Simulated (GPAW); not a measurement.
# Hf2NS2 MXene monolayer: work function by functional and basis, part 2 of 2

Aim: the work function of both faces of Hf2NS2 MXene monolayer, and its spread over functionals and bases.

GPAW 26.7.0; GPAW, PAW setups; layer in a repeated cell with vacuum, relaxation of atoms and in-plane cell (the session's first sound run).

So far, upper work function (eV): step 3 (the slab's potential, PBE, GPAW) 5.54; step 4 (self-consistent run: xc = "RPBE") 5.44; step 5 (self-consistent run: xc = "vdW-DF2", GPAW, PAW setups, GPAW) 5.87; step 6 (OptPBE vdW: xc = "optPBE-vdW", GPAW, PAW setups, GPAW) 5.75; step 7 (self-consistent run: xc = "revPBE") 5.44.

## 8. Self-consistent run: xc = "LDA"

The same geometry under LDA, to see how far the functional moves the levels against the vacuum.

Input file run.py:

```python
import json
import numpy as np
from ase import Atoms
from gpaw import GPAW, PW

slab = Atoms(
    ['S', 'Hf', 'N', 'Hf', 'S'],
    positions=[
        [0.00000, 1.95896, 7.00000],
        [1.69652, 0.97948, 8.56495],
        [0.00000, -0.00000, 9.84956],
        [0.00000, 1.95896, 11.13418],
        [1.69652, 0.97948, 12.69914]],
    cell=[[3.39303, -0.0, 0.0], [-1.69652, 2.93846, 0.0], [0.0, 0.0, 19.6991]],
    pbc=[True, True, False])

slab.calc = GPAW(mode=PW(500), xc='LDA', kpts={'size': (12, 12, 1), 'gamma': True},
                 occupations={'name': 'fermi-dirac', 'width': 0.05}, nbands='160%',
                 convergence={'density': 1e-05}, maxiter=200,
                 poissonsolver={'dipolelayer': 'xy'},
                 symmetry={'tolerance': 1e-3}, txt='slab.txt')
result = {}
energy = slab.get_potential_energy()
fermi = slab.calc.get_fermi_level()
v = slab.calc.get_electrostatic_potential().mean((0, 1)) - fermi
n = slab.calc.get_pseudo_density().mean((0, 1))
L = slab.cell[2, 2]
z = np.arange(len(v)) * L / len(v)
low, high = slab.positions[:, 2].min(), slab.positions[:, 2].max()
below, above = np.interp([low - 4.8, high + 4.8], z, v)
slopes = [np.interp(x, z, np.gradient(v, z)) for x in (low - 4.8, high + 4.8)]
eps = np.array([[slab.calc.get_eigenvalues(k, s) for k in range(len(slab.calc.get_ibz_k_points()))]
                for s in range(slab.calc.get_number_of_spins())]) - fermi
top, bottom = eps[eps < 0].max(), eps[eps > 0].min()
dipole = slab.get_dipole_moment()[2]
print(f'energy {energy:.4f} eV, Fermi level {fermi:.4f} eV, dipole {dipole:.5f} e A')
print(f'potential 4.8 A off the faces, from the Fermi level: lower {below:.4f} eV, upper {above:.4f} eV')
print(f'slope of the potential there: lower {slopes[0]:.5f}, upper {slopes[1]:.5f} eV/A')
print(f'nearest levels on the mesh: {top:.4f} and {bottom:.4f} eV')
print('magnetic moment', round(slab.get_magnetic_moment(), 3))
result.update(energy=energy, fermi=fermi, dipole=dipole, below=below, above=above, slopes=slopes, edges=[top, bottom],
              z=z.tolist(), v=v.tolist(), n=n.tolist(), positions=slab.positions.tolist(),
              forces=slab.get_forces(apply_constraint=False).tolist(), moments=slab.get_magnetic_moments().tolist())
json.dump(result, open('result.json', 'w'))
```

Launch:

```
> OMP_NUM_THREADS=1 OPENBLAS_NUM_THREADS=1 python run.py
```

It took 87 s on 1 thread of Arm Neoverse V1, shared host; peak memory 0.26 GiB.

Numbers from this step:

* levels nearest the Fermi level on the mesh: -0.04471, 0.02338 eV from the Fermi level
* upper work function: 5.801 eV
* lower work function: 5.810 eV

The upper face's work function is 5.801 eV, against 5.542 eV in the first plane-wave PBE run at this geometry.

## 9. Real-space grid: mode = "fd"

A real-space grid is a second complete basis, so it checks the plane-wave result.

Edit run.py of step 8 so:

```diff
@@ -3,3 +3,3 @@
 from ase import Atoms
-from gpaw import GPAW, PW
+from gpaw import GPAW
 
@@ -16,3 +16,3 @@
 
-slab.calc = GPAW(mode=PW(500), xc='LDA', kpts={'size': (12, 12, 1), 'gamma': True},
+slab.calc = GPAW(mode='fd', h=0.18, xc='PBE', kpts={'size': (12, 12, 1), 'gamma': True},
                  occupations={'name': 'fermi-dirac', 'width': 0.05}, nbands='160%',
```

Run time: 2.7 min. Hardware: 1 thread; peak memory 0.6 GiB.

This step gave:

* dipole along the normal: 5.14e-4 e·Å
* levels nearest the Fermi level on the mesh: -0.02119, 0.01330 eV from the Fermi level
* upper work function: 5.542 eV
* lower work function: 5.552 eV

The upper face's work function is 5.542 eV, against 5.542 eV in the first plane-wave PBE run at this geometry.

## 10. Atomic orbitals: mode = "lcao"

Atom-centred orbitals end a few angstrom from the surface, which tests how much the density's tail matters.

Edit run.py of step 9 so:

```diff
@@ -16,4 +16,4 @@
 
-slab.calc = GPAW(mode='fd', h=0.18, xc='PBE', kpts={'size': (12, 12, 1), 'gamma': True},
-                 occupations={'name': 'fermi-dirac', 'width': 0.05}, nbands='160%',
+slab.calc = GPAW(mode='lcao', basis='dzp', h=0.18, xc='PBE', kpts={'size': (12, 12, 1), 'gamma': True},
+                 occupations={'name': 'fermi-dirac', 'width': 0.05}, nbands='120%',
                  convergence={'density': 1e-05}, maxiter=200,
```

Wall time 3.8 min (1 thread); peak memory 0.31 GiB.

Numbers from this step:

```yaml
levels_nearest_the_fermi_level_on_the_mesh: -0.03694, 0.01936 eV from the Fermi level
upper_work_function: 5.594 eV
lower_work_function: 5.603 eV
```

The upper face's work function is 5.594 eV, against 5.542 eV in the first plane-wave PBE run at this geometry.

## 11. All levels side by side

Times are for 1 thread of Arm Neoverse V1, shared host. The series side by side:

| no. | run | upper work function (eV) | lower work function (eV) | time | memory (GiB) |
| --- | --- | --- | --- | --- | --- |
| 1 | pw | 5.542 | 5.551 | 89 s | 0.26 |
| 2 | RPBE | 5.442 | 5.452 | 89 s | 0.26 |
| 3 | vdW DF2 | 5.870 | 5.879 | 1.7 min | 0.43 |
| 4 | optPBE vdW | 5.749 | 5.759 | 1.8 min | 0.43 |
| 5 | revPBE | 5.443 | 5.452 | 89 s | 0.26 |
| 6 | LDA | 5.801 | 5.810 | 87 s | 0.26 |
| 7 | fd | 5.542 | 5.552 | 2.7 min | 0.6 |
| 8 | lcao | 5.594 | 5.603 | 3.8 min | 0.31 |

## 12. Side by side

Results and costs are gathered.

This step: comparison of work functions, dipole and cost (GPAW 26.7.0).

Ladder, by row:

| step | code | work function, upper (eV) | work function, lower (eV) | dipole (e Å) | wall time (s) | peak memory (GiB) | threads |
| --- | --- | --- | --- | --- | --- | --- | --- |
| pw | GPAW | 5.542 | 5.551 | 3.55e-4 | 88.85 | 0.26 | 1 |
| RPBE | GPAW | 5.442 | 5.452 | 3.55e-4 | 88.95 | 0.26 | 1 |
| vdW-DF2 | GPAW | 5.87 | 5.879 | 3.55e-4 | 102.6 | 0.43 | 1 |
| optPBE-vdW | GPAW | 5.749 | 5.759 | 3.54e-4 | 105.5 | 0.43 | 1 |
| revPBE | GPAW | 5.443 | 5.452 | 3.55e-4 | 88.85 | 0.26 | 1 |
| LDA | GPAW | 5.801 | 5.81 | 3.55e-4 | 86.81 | 0.26 | 1 |
| fd | GPAW | 5.542 | 5.552 | 5.14e-4 | 162.5 | 0.6 | 1 |
| lcao | GPAW | 5.594 | 5.603 | 5.14e-4 | 227 | 0.31 | 1 |

## 13. Summary of results

* work function, upper and lower face: 5.542 and 5.551 eV
* dipole along the normal: 3.6e-4 e Å, near the numerical noise

With plane waves and PBE the work function is 5.54 eV on the upper face and 5.55 eV on the lower. Over the sound runs of the table the upper face's work function spans 5.442 (RPBE) to 5.870 eV (vdW-DF2). The starting lattice was a guess from atomic radii; the relaxation moved it by 5 %. The small printed dipole stands for a step of -6.4 meV from the lower to the upper face, and the probes find -9.5 meV; values this small are near the numerical noise of both. The cell holds an odd number of electrons, so without spin polarisation it must come out metallic and without a moment, whatever its true state. The layer's cell and atoms come from the relaxation; spin-orbit coupling and temperature are left out.

[Logs are printed without paths, hosts, clocks, repeated set-up lines and the standing remarks that a program may print on its own settings, such as how far it seeks lower states.]

[Hosts, paths, dates, database ids (printed as entryN), source tags and the programs' standing remarks are cut or masked in the printed files.]
